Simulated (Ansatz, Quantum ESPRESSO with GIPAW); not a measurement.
# ZnS (Wurtzite-2H): NMR parameters from first principles, part 2 of 2

The task is to compute the NMR parameters of ZnS (Wurtzite-2H) site by site.

Quantum ESPRESSO with GIPAW; PBE.

So far. Step 3 (Shieldings): An axis of order three or more runs through Zn and S, so two principal values coincide and the skew is ±1. In this run the largest span is that of Zn (site symmetry 3m), with principal values 1229, 1253 and 1253 ppm.

The database entry behind the starting cell differs from later determinations by our own check (about 0.4 % short), so it need not match the best structure at ambient conditions.

## (5) NMR parameters by site (continued)

Simulated spectrum: 33S fast MAS, 9.4 T (30.8 MHz), central transition to second order, lines broadened by 3 ppm; the axis counts ppm from the isotropic position of S, as −Δσ; rigid lattice, with dipolar and J couplings and satellite transitions left out.

offset (ppm), intensity and a bar:
```
     11.2       0.00 
     10.3       0.00 
      9.3       0.01 
      8.3       0.01 
      7.5       0.01 
      6.5       0.01 
      5.6       0.01 
      4.7       0.01 
      3.7       0.02 #
      2.8       0.03 #
      1.9       0.06 ##
      0.9       0.16 #####
      0.0       0.40 ############
     -1.0       0.75 ######################
     -1.8       0.96 #############################
     -2.6       1.00 ##############################
     -2.8       1.00 ##############################
     -3.8       0.91 ###########################
     -4.6       0.71 #####################
     -5.6       0.43 #############
     -6.5       0.22 #######
     -7.4       0.11 ###
     -8.4       0.05 ##
     -9.3       0.03 #
    -10.3       0.02 
    -11.2       0.01 
    -12.1       0.01 
    -13.1       0.01 
    -13.9       0.01 
    -14.9       0.01 
    -15.9       0.00 
    -16.7       0.00 
    -17.7       0.00 
    -18.6       0.00 
    -19.5       0.00
```

Most prominent maxima (ppm: height): -2.6: 1.00.

## (6) Cost against result

Each row names what was changed: the structure as given shows what the relaxation did; another mesh tests the sampling of the zone; another functional shows how far the paramagnetic term hangs on the exchange-correlation form; another cutoff tests the basis.

Changes of σ_iso (ppm) against the run above (PBE, cutoffs 55 and 330 Ry, mesh 8×8×5, 22 min). Times are CPU times of pw.x and gipaw.x together, on 4 MPI ranks of Arm Neoverse V1, shared host; on a shared host they are rough. A run is marked as doubtful where the f-sum miss passes 0.015 electrons, or that much for each three atoms in larger cells (with Tl, Pb, Hg, Bi or Sn a third of that, or a mesh spacing over 0.26 Å⁻¹), or where the susceptibility is unphysically large.

```csv
run,CPU time,f-sum miss,Zn,S
structure as given (marked),23 min,0.021,-0.0,-2.5
mesh 11×11×6,47 min,0.0013,+0.5,+13.4
LDA (marked),23 min,0.027,-39.5,-62.2
cutoffs 40 and 280 Ry (coarse on purpose),13 min,0.019,-1.2,-0.2
mesh 5×5×3 (marked),8.3 min,0.33,-23.6,-150.4
Wu-Cohen (marked),23 min,0.024,-20.4,-31.1
cutoffs 70 and 420 Ry,29 min,0.020,+0.2,+0.0
```

The largest move is -150.4 ppm, on S, from mesh 5×5×3.

## (7) A bad input

For contrast, the same job on a spoilt input.

scf.in reads:

```
&control
  calculation = 'scf'
  prefix = 'x'
  outdir = './tmp/'
  pseudo_dir = './'
/
&system
  ibrav = 0
  nat = 4
  ntyp = 2
  ecutwfc = 55
  ecutrho = 330
  nbnd = 18
/
&electrons
  conv_thr = 1.0d-10
  mixing_beta = 0.7
  electron_maxstep = 100
/
ATOMIC_SPECIES
  Zn 65.380 Zn.pbe-dn-kjpaw_psl.1.0.0.UPF
  S 32.060 S.pbe-n-kjpaw_psl.1.0.0.UPF
CELL_PARAMETERS angstrom
  3.81100000 0.00000000 0.00000000
  -1.90550000 3.30042281 0.00000000
  0.00000000 0.00000000 6.23400000
ATOMIC_POSITIONS crystal
  Zn 0.66666667 0.33333333 0.50504967
  Zn 0.33333333 0.66666667 0.00504967
  S 0.66666667 0.33333333 0.87995033
  S 0.33333333 0.66666667 0.37995033
K_POINTS automatic
  8 8 5 0 0 0
```

Run with:

```bash
$ mpirun -np 4 pw.x -nk 4 -in scf.in > scf.out
```

This SCF reached its threshold; then the response:

nmr.in reads:

```
&inputgipaw
  job = 'nmr'
  prefix = 'x'
  tmp_dir = './tmp/'
  restart_mode = 'from_scratch'
  verbosity = 'low'
  q_gipaw = 0.01
  spline_ps = .true.
  conv_threshold = 1.0d-14
  use_nmr_macroscopic_shape = .false.
/
```

Run with:

```bash
$ mpirun -np 4 gipaw.x -in nmr.in > nmr.out
```

The log of the run:

```text
[banner, memory and clock lines left out]
[a note of our patched build left out]

     Parallelizing q-star over 1 images

     IMPORTANT: XC functional enforced from input :
     Exchange-correlation= PBE
                           (   1   4   3   4   0   0   0)
     Any further DFT definition will be discarded
     Please, verify this is what you really want

     WARNING: the pseudopotential of Zn has no GIPAW data: results for this element lack core and reconstruction terms
     WARNING: the pseudopotential of S has no GIPAW data: results for this element lack core and reconstruction terms
[...]
WARNING: some symmetry operations do not permute x, y and z, so the susceptibility and the shape term are
     wrong: all shieldings move alike (in wurtzite BN nosym gave 13 and 6 ppm more at 3 and 6 points an axis).
     Run pw.x with nosym, and raise the mesh until the susceptibility stays

     alpha_pv=     26.4396 eV

     spline_ps is .false., expect some extrapolation errors

     q-space interpolation up to    66.00 Rydberg

     GIPAW job: nmr
     NMR macroscopic correction: no
[...]
Paramagnetic US L_R Q_R contribution in ppm:

     Atom  1  Zn  pos: (  0.500000  0.288675  0.826156)  para_lq sigma:           0.00
[...]
Atom  2  Zn  pos: ( -0.000000  0.577350  0.008260)  para_lq sigma:           0.00
[...]
Atom  3  S   pos: (  0.500000  0.288675  1.439415)  para_lq sigma:           0.00
[...]
Atom  4  S   pos: ( -0.000000  0.577350  0.621519)  para_lq sigma:           0.00
[...]
Total NMR chemical shifts in ppm: ---------------------------------------
     (adopting the Simpson convention for anisotropy and asymmetry)-----------

     Atom  1  Zn  pos: (  0.500000  0.288675  0.826156)  Total sigma:          31.67
[...]
Zn      1    anisotropy:     -0.34    eta:    0.0000
[...]
Atom  2  Zn  pos: ( -0.000000  0.577350  0.008260)  Total sigma:          31.67
[...]
Atom  3  S   pos: (  0.500000  0.288675  1.439415)  Total sigma:          31.65
[...]
S       3    anisotropy:      0.60    eta:    0.0000
[...]
Atom  4  S   pos: ( -0.000000  0.577350  0.621519)  Total sigma:          31.65
[...]
```

Run time: 5.3 min. Hardware: 4 MPI ranks of Arm Neoverse V1, shared host; peak memory 0.34 GiB; 21 min of CPU time.

The run ends without an error, but the fault (files without GIPAW data) moves σ_iso of Zn by -1213.6 ppm (both without the shape term); the f-sum rule is missed by 0.019 electrons. Its numbers are not to be used. Without partial waves and core orbitals the core and reconstruction terms are missing.

## (8) Outcome

```yaml
67zn_shielding_without_shape_term: 1245 ppm
67zn_size_of_c_q: 0.07 MHz
33s_shielding_without_shape_term: 612.4 ppm
33s_size_of_c_q: 0.33 MHz
```

67Zn has one site (ZnS4), with isotropic shielding 1245 ppm (shape term left out) and C_Q 0.07 MHz. A shift needs a reference, δ = σ_ref − σ, fixed on measured compounds; for 67Zn of this kind at this level too few were at hand, or they scattered too widely about a line, so none is given. Spans are less settled than isotropic values: that of S goes from 3.4 to 11.9 ppm with mesh 11×11×6, so spans, skews and static patterns above are not converged. Going to mesh 11×11×6 changes no isotropic shielding by more than 13.5 ppm, a first measure of the error left in that respect. Going to cutoffs 70 and 420 Ry changes no isotropic shielding by more than 0.23 ppm, so the main run is converged in that respect. The cheaper run with cutoffs 40 and 280 Ry takes about 60 % of the time and is off by 1.2 ppm on Zn. The largest change with the functional is 62.2 ppm in absolute shielding; part of that drops out once each functional has its own reference line. This build of gipaw.x prints that it is not audited and that its numbers are no references by themselves. It also reports spline_ps as false although the input sets it; why was not traced.

[Banner, clock, file and message-heading lines were taken out of the pw.x and gipaw.x logs.]

[Logs are printed without paths, hosts, clocks, repeated set-up lines and the standing remarks that a program may print on its own settings, such as how far it seeks lower states.]

[Hosts, paths, dates, database ids (printed as entryN), source tags and the programs' standing remarks are cut or masked in the printed files.]

[Where no reference line passes its bar on scatter, no shift is given, so a measured shift of this compound may stand uncompared.]
